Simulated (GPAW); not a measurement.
**Ga2S3 (Cc): dielectric function**

Aim: the dielectric function of Ga2S3 (Cc), with and without local fields.

Calculated with GPAW 26.7.0; LDA and many-body steps on it, plane waves.

## 1. The starting structure

The structure is monoclinic, space group Cc (No. 9). Conventional cell: a = 11.107 Å, b = 6.395 Å, c = 7.021 Å, α = 90.00°, β = 121.17°, γ = 90.00°. Ga has 4 S at 2.19 to 2.33 Å nearest. Nearest to Ga lie 4 S at 2.20 to 2.32 Å. S has 2 Ga at 2.19 to 2.20 Å nearest. S has 3 Ga at 2.31 to 2.32 Å nearest. Nearest to S lie 3 Ga at 2.31 to 2.33 Å. Farther neighbours and most contacts between anions are not listed.

Coordinates:

```xyz
10
Lattice="5.5535 -3.1975 0.0000 5.5535 3.1975 0.0000 -3.6339 0.0000 6.0074" Properties=species:S:1:pos:R:3 pbc="T T T"
Ga    5.5668   -0.6245    0.7516
Ga    3.7498    0.6245    3.7554
Ga    1.8042   -0.4345    0.6944
Ga   -0.0127    0.4345    3.6981
S     1.9229   -2.6469    5.9101
S     3.7399    2.6469    2.9064
S     1.9353   -0.5915    3.0031
S     0.1184    0.5915    6.0068
S     7.4567    0.5372    0.0505
S     5.6397   -0.5372    3.0542
```

The cell and positions come from the Crystallography Open Database and are kept as given unless a step says otherwise.

## 2. Empty states on the mesh, 4×4×4 mesh, 283 bands

This step: GPAW 26.7.0; DFT, LDA, plane waves, PAW.

The sums over transitions need many empty states on a uniform mesh; this step solves for them.

Contents of run.py:

```python
import json
import numpy as np
from gpaw.mpi import world
from gpaw import GPAW

calc = GPAW('gs.gpw').fixed_density(kpts={'size': (4, 4, 4), 'gamma': True},
    nbands=330,
    convergence={'bands': 283},
    txt='nscf.txt')
calc.write('full.gpw', mode='all')
res = {}
kpts = calc.get_ibz_k_points()
res['kpts'] = kpts
res['eigenvalues'] = [calc.get_eigenvalues(kpt=k) for k in range(len(kpts))]
res['n_electrons'] = calc.get_number_of_electrons()

if world.rank == 0:
    with open('result.json', 'w') as f:
        json.dump(res, f, default=lambda x: x.tolist())
```

The run is started by

```console
$ mpirun -n 8 gpaw python run.py
```

Numbers of over 12 decimals in the logs are rounded to 6 here.

What it wrote:

```text
Diagonalizing LCAO Hamiltonian
Converting LCAO to pw mode
convergence criteria:
- Maximum integral of absolute [eigenst]ate change: 4e-08 eV^2 / valence electron
maximum number of iterations: 100

SCF iterations
|iter     |     time |      energy | eigst |  dens |
|iter:   1|  |             | +4.21 |       |
|iter:   2|  |             | +3.03 |       |
|iter:   3|  |             | +1.90 |       |
[...]
|iter:  14|  |             | -6.83 |       |
|iter:  15|  |             | -7.35 |       |
|iter:  16|  |             | -7.63c|       |
SCF steps: 16
  __  _  _
 | _ |_)|_||  |
 |__||  | ||/\| - 26.7.0

Input parameters:
  mode=PW(ecut=450.000000),
  convergence={'bands': 283},
  gpts=array([32, 32, 35]),
  kpts=MonkhorstPack(size=(4, 4, 4), gamma=True),
  maxiter=100,
  nbands=330,
  occupations=Occupations(name='fermi-dirac', width=0.001, fixmagmom=False),
  parallel={},
  xc=XC(name='LDA')
# Writing to full.gpw (mode='all')
  [... matrices ...]

timing:  # [seconds]
  Total: 0.396  # ━━━━━━━━━━━━━━━━━━━━━━━━━━━━━━━━━━━━━━━━━━━━━━━━━━━━━━━━━━━
```

The job ended after 5.6 min (8 MPI ranks of Arm Neoverse V1, shared host; peak memory 2.7 GiB; 44 min of CPU time).

This step gave:

- gap: 1.695 eV
- k of the valence top: 0, 0, 0
- k of the conduction bottom: 0, 0, 0
- least direct gap: 1.695 eV
- k points computed: 36
- lowest point of the top converged band, above the valence top: 57.4777 eV

On this mesh the gap is 1.695 eV.

## 3. RPA response

The response function is computed on a frequency grid, with local fields up to the given cutoff.

This step: linear response, RPA, on LDA, plane waves, PAW.

Contents of run.py:

```python
import json
import numpy as np
from gpaw.mpi import world
from gpaw.response.df import DielectricFunction

df = DielectricFunction('full.gpw',
    ecut=50,
    nbands=283,
    eta=0.2,
    frequencies={'type': 'nonlinear', 'domega0': 0.05, 'omega2': 10.0},
    intraband=False,
    txt='df.txt')
res = {'optical': {}, 'eels': []}
for d in 'xyz':
    y0, y = df.get_dielectric_function(direction=d, xc='RPA', filename=None)
    res['optical'][d] = [y0.real, y0.imag, y.real, y.imag]
res['w'] = df.get_frequencies()
for q_c in [[0.25, 0, 0], [0.5, 0, 0], [0.75, 0, 0], [1.25, 0, 0]]:
    res['eels'].append(df.get_eels_spectrum(q_c=q_c, xc='RPA', filename=None))

if world.rank == 0:
    with open('result.json', 'w') as f:
        json.dump(res, f, default=lambda x: x.tolist())
```

The run is started by

```console
$ mpirun -n 8 gpaw python run.py
```

What it wrote:

```text
Using integrator: PointIntegrator
NonLinearFrequencyDescriptor(from 0.000 to 73.126 eV, 364 points)
Nonperiodic BCs:  [False False False]
Using integrator: PointIntegrator
NonLinearFrequencyDescriptor(from 0.000 to 73.126 eV, 364 points)
Nonperiodic BCs:  [False False False]

Calculating chi0 body with:
    Ground state adapter containing:
    Number of spins: 1
    Number of kpoints: 64
    Number of irreducible kpoints: 36
    Number of completely occupied states: 24
    Number of partially occupied states: 24
    Occupied states memory: 13.125 M / cpu

    Linear response parametrization:
    q_c: [0.0, 0.0, 0.0]
    Number of frequency points: 364
    Planewave cutoff: 50.0
    Number of bands: 283
    Number of planewaves: 175
    Broadening (eta): 0.2
    comm.size: 8
    kncomm.size: 8
    blockcomm.size: 1

    Memory estimate of potentially large arrays:
        chi0_wGG: 170.097351 M / cpu
Integrating chi0 body.

Symmetries of q_c:
    Direct symmetries (Uq -> q): 1
    Indirect symmetries (TUq -> q): 1
In total 2 allowed symmetries.

  [... matrices ...]
36 groups of equivalent kpoints. 43.75% reduction.

Integral kind: spectral function

Calculating chi0 optical extensions with:
    Ground state adapter containing:
    Number of spins: 1
    Number of kpoints: 64
    Number of irreducible kpoints: 36
    Number of completely occupied states: 24
    Number of partially occupied states: 24
    Occupied states memory: 13.125 M / cpu

    Linear response parametrization:
    Number of frequency points: 364
    Planewave cutoff: 50.0
    Number of bands: 283
    Number of planewaves: 175
    Broadening (eta): 0.2
Integrating chi0 head and wings.

Symmetries of q_c:
    Direct symmetries (Uq -> q): 1
    Indirect symmetries (TUq -> q): 1
In total 2 allowed symmetries.

  [... matrices ...]
36 groups of equivalent kpoints. 43.75% reduction.

Integral kind: spectral function wings

Calculating chi0 body with:
    Ground state adapter containing:
    Number of spins: 1
    Number of kpoints: 64
    Number of irreducible kpoints: 36
    Number of completely occupied states: 24
    Number of partially occupied states: 24
    Occupied states memory: 13.125 M / cpu

    Linear response parametrization:
    q_c: [0.25, 0.0, 0.0]
    Number of frequency points: 364
    Planewave cutoff: 50.0
    Number of bands: 283
    Number of planewaves: 167
    Broadening (eta): 0.2
    comm.size: 8
    kncomm.size: 8
    blockcomm.size: 1

    Memory estimate of potentially large arrays:
        chi0_wGG: 154.901062 M / cpu
Integrating chi0 body.

Symmetries of q_c:
    Direct symmetries (Uq -> q): 1
    Indirect symmetries (TUq -> q): 0
In total 1 allowed symmetries.

  [... matrices ...]
64 groups of equivalent kpoints. 0.0% reduction.

Integral kind: spectral function

[... 3 further calls ...]
```

Wall time 2 min (8 MPI ranks); peak memory 6.5 GiB.

This step gave:

```yaml
eps_at_zero_frequency: 6.049
the_same_without_local_fields: 7.060
```

The static value is 6.05.

RPA, broadening 0.2 eV. ε₂ against photon energy; read off at these points:

```
photon energy (eV)  xx, no local fields  xx, local fields  yy, no local fields  yy, local fields  zz, no local fields  zz, local fields
                 0                    0                 0                    0                 0                    0                 0
                 2                0.531             0.467                0.630             0.551                0.649             0.603
                 4                 6.60              5.22                 6.12              4.83                 5.22              4.40
                 6                 10.6              7.56                 10.3              7.60                 9.02              6.82
                 8                 5.59              4.52                 5.83              4.64                 5.76              4.78
                10                 3.36              2.93                 3.06              2.94                 3.01              3.00
                12                 1.43              1.82                 1.49              1.88                 1.35              1.59
                14                0.752             0.928                0.744             0.962                0.766             0.903
                16                0.485             0.617                0.459             0.606                0.510             0.621
                18                0.306             0.455                0.291             0.445                0.278             0.450
                20                0.182             0.330                0.185             0.326                0.174             0.312
                22                0.111             0.238                0.115             0.234                0.117             0.227
                24               0.0705             0.174               0.0702             0.173               0.0746             0.179
                26               0.0513             0.144               0.0519             0.141               0.0534             0.147
                28               0.0393             0.133               0.0384             0.130               0.0375             0.125
                30               0.0308            0.0993               0.0313            0.0966               0.0297            0.0932
                32               0.0254            0.0692               0.0243            0.0654               0.0249            0.0637
                34               0.0187            0.0413               0.0190            0.0419               0.0206            0.0439
                36               0.0152            0.0278               0.0156            0.0286               0.0150            0.0284
                38               0.0125            0.0184               0.0127            0.0184               0.0128            0.0184
```

Optical limit, local fields. Table of loss function by energy loss; read off at these points:

```
energy loss (eV)       xx       yy       zz
             0.0        0        0        0
             1.0  0.00274  0.00248  0.00340
             2.0  0.00966   0.0106   0.0129
             3.0   0.0283   0.0286   0.0258
             4.0   0.0657   0.0601   0.0507
             5.0   0.0997   0.0975   0.0845
             6.0    0.111    0.116    0.137
             7.0    0.156    0.168    0.168
             8.0    0.218    0.214    0.208
             9.0    0.277    0.269    0.271
            10.0    0.330    0.314    0.309
            11.0    0.369    0.404    0.354
            12.0    0.430    0.427    0.456
            13.0    0.582    0.598    0.658
            14.0    0.858    0.810    0.899
            15.0     1.20     1.18     1.21
            16.0     1.56     1.57     1.58
            17.0     1.83     1.88     1.76
            18.0     2.08     2.15     2.18
            18.6     2.05     2.24     2.33
            19.0     2.10     2.11     2.27
            19.2     2.14     2.09     2.22
            20.0     2.06     2.06     2.11
            21.0     1.69     1.66     1.67
            22.0     1.33     1.30     1.19
            23.0    0.965    0.958    0.914
            24.0    0.727    0.721    0.715
            25.0    0.534    0.543    0.550
            26.0    0.447    0.441    0.456
            27.0    0.385    0.379    0.407
            28.0    0.353    0.352    0.343
            29.0    0.315    0.296    0.283
            30.0    0.249    0.239    0.231
            31.0    0.188    0.192    0.176
            32.0    0.154    0.146    0.140
            33.0    0.115    0.108    0.109
            34.0   0.0830   0.0835   0.0870
            35.0   0.0648   0.0667   0.0664
            36.0   0.0502   0.0518   0.0512
            37.0   0.0404   0.0394   0.0393
            38.0   0.0305   0.0306   0.0306
            39.0   0.0261   0.0250   0.0255
```

RPA, local fields; q along the first reciprocal vector. Table of -Im 1/eps(q) by energy loss; read off at these points:

```
energy loss (eV)  q = 0.296 1/A  q = 0.592 1/A  q = 0.888 1/A  q = 1.480 1/A
            0.00              0              0              0              0
            2.50         0.0113        0.00901        0.00775        0.00568
            5.00         0.0918         0.0765         0.0653         0.0530
            7.50          0.179          0.171          0.155          0.126
           10.00          0.298          0.270          0.253          0.198
           12.50          0.474          0.455          0.442          0.320
           15.00           1.05          0.863          0.604          0.342
           17.50           1.86           1.33          0.860          0.441
           19.20           2.20           1.77           1.20          0.522
           20.00           2.13           1.90           1.39          0.575
           20.40           2.05           1.96           1.46          0.596
           22.50           1.19           1.53           1.63          0.760
           25.00          0.584          0.815           1.16           1.02
           25.80          0.497          0.664          0.932           1.06
           27.50          0.383          0.417          0.541          0.945
           30.00          0.224          0.216          0.266          0.594
           32.50          0.103          0.114          0.154          0.365
           35.00         0.0579         0.0724          0.103          0.261
           37.50         0.0387         0.0500         0.0705          0.180
```

## 4. ALDA response

This step: linear response, ALDA, on LDA, plane waves, PAW.

Edit run.py of step 3 so:

```diff
@@ -14,7 +14,7 @@
 for d in 'xyz':
-    y0, y = df.get_dielectric_function(direction=d, xc='RPA', filename=None)
+    y0, y = df.get_dielectric_function(direction=d, xc='ALDA', filename=None)
     res['optical'][d] = [y0.real, y0.imag, y.real, y.imag]
 res['w'] = df.get_frequencies()
-for q_c in [[0.25, 0, 0], [0.5, 0, 0], [0.75, 0, 0], [1.25, 0, 0]]:
-    res['eels'].append(df.get_eels_spectrum(q_c=q_c, xc='RPA', filename=None))
+for q_c in [[0.75, 0, 0]]:
+    res['eels'].append(df.get_eels_spectrum(q_c=q_c, xc='ALDA', filename=None))
```

The run is started by

```console
$ mpirun -n 8 gpaw python run.py
```

What it wrote:

```text
Using integrator: PointIntegrator
NonLinearFrequencyDescriptor(from 0.000 to 73.126 eV, 364 points)
Nonperiodic BCs:  [False False False]
Using integrator: PointIntegrator
NonLinearFrequencyDescriptor(from 0.000 to 73.126 eV, 364 points)
Nonperiodic BCs:  [False False False]

Calculating chi0 body with:
    Ground state adapter containing:
    Number of spins: 1
    Number of kpoints: 64
    Number of irreducible kpoints: 36
    Number of completely occupied states: 24
    Number of partially occupied states: 24
    Occupied states memory: 13.125 M / cpu

    Linear response parametrization:
    q_c: [0.0, 0.0, 0.0]
    Number of frequency points: 364
    Planewave cutoff: 50.0
    Number of bands: 283
    Number of planewaves: 175
    Broadening (eta): 0.2
    comm.size: 8
    kncomm.size: 8
    blockcomm.size: 1

    Memory estimate of potentially large arrays:
        chi0_wGG: 170.097351 M / cpu
Integrating chi0 body.

Symmetries of q_c:
    Direct symmetries (Uq -> q): 1
    Indirect symmetries (TUq -> q): 1
In total 2 allowed symmetries.

  [... matrices ...]
36 groups of equivalent kpoints. 43.75% reduction.

Integral kind: spectral function

Calculating chi0 optical extensions with:
    Ground state adapter containing:
    Number of spins: 1
    Number of kpoints: 64
    Number of irreducible kpoints: 36
    Number of completely occupied states: 24
    Number of partially occupied states: 24
    Occupied states memory: 13.125 M / cpu

    Linear response parametrization:
    Number of frequency points: 364
    Planewave cutoff: 50.0
    Number of bands: 283
    Number of planewaves: 175
    Broadening (eta): 0.2
Integrating chi0 head and wings.

Symmetries of q_c:
    Direct symmetries (Uq -> q): 1
    Indirect symmetries (TUq -> q): 1
[...]
RSHE of atom 2
      (l,m)   max weight  avg weight  included
[...]
[... further lines of this kind ...]
      In total: 0.999989 of the surface norm square is covered on average
      In total: 0.999989 of the surface norm square could be covered on average

[...]
(4,-2)  0.00002669  0.00000045  yes
      (4,-1)  0.00010095  0.00000175  yes
[...]
[... further lines of this kind ...]
[...]
Calculating ALDA kernel
Calculating f(G)
    Calculating PAW corrections

[...]
Calculating ALDA kernel
Calculating f(G)
    Calculating PAW corrections

[...]
[... matrices ...]

Calculating chi0 body with:
    Ground state adapter containing:
    Number of spins: 1
    Number of kpoints: 64
    Number of irreducible kpoints: 36
    Number of completely occupied states: 24
    Number of partially occupied states: 24
    Occupied states memory: 13.125 M / cpu

    Linear response parametrization:
    q_c: [0.75, 0.0, 0.0]
    Number of frequency points: 364
    Planewave cutoff: 50.0
    Number of bands: 283
    Number of planewaves: 167
    Broadening (eta): 0.2
    comm.size: 8
    kncomm.size: 8
    blockcomm.size: 1

    Memory estimate of potentially large arrays:
        chi0_wGG: 154.901062 M / cpu
Integrating chi0 body.

Symmetries of q_c:
    Direct symmetries (Uq -> q): 1
    Indirect symmetries (TUq -> q): 0
In total 1 allowed symmetries.

  [... matrices ...]
64 groups of equivalent kpoints. 0.0% reduction.

Integral kind: spectral function

Calculating ALDA kernel
Calculating f(G)
    Calculating PAW corrections

[...]
RSHE of atom 8
      (l,m)   max weight  avg weight  included
      In total: 1.000000 of the surface norm square is covered on average
      In total: 1.000000 of the surface norm square could be covered on average

    RSHE of atom 9
      (l,m)   max weight  avg weight  included
      In total: 1.000000 of the surface norm square is covered on average
      In total: 1.000000 of the surface norm square could be covered on average
```

The job ended after 72 s (8 MPI ranks; peak memory 6.5 GiB).

This step gave:

```yaml
eps_at_zero_frequency: 6.339
the_same_without_local_fields: 7.060
```

The static value is 6.34.

(Part 1 of 2 ends here.)

[Paths, hosts, dates, memory and timing lines, banners, echoed tables and standing remarks are left out of the program output.]

[Logs are printed without paths, hosts, clocks, repeated set-up lines and the standing remarks that a program may print on its own settings, such as how far it seeks lower states.]

[Runs of the session that timed out or met a known fault of the program may be left out.]

[Hosts, paths, dates, database ids (printed as entryN), source tags and the programs' standing remarks are cut or masked in the printed files.]
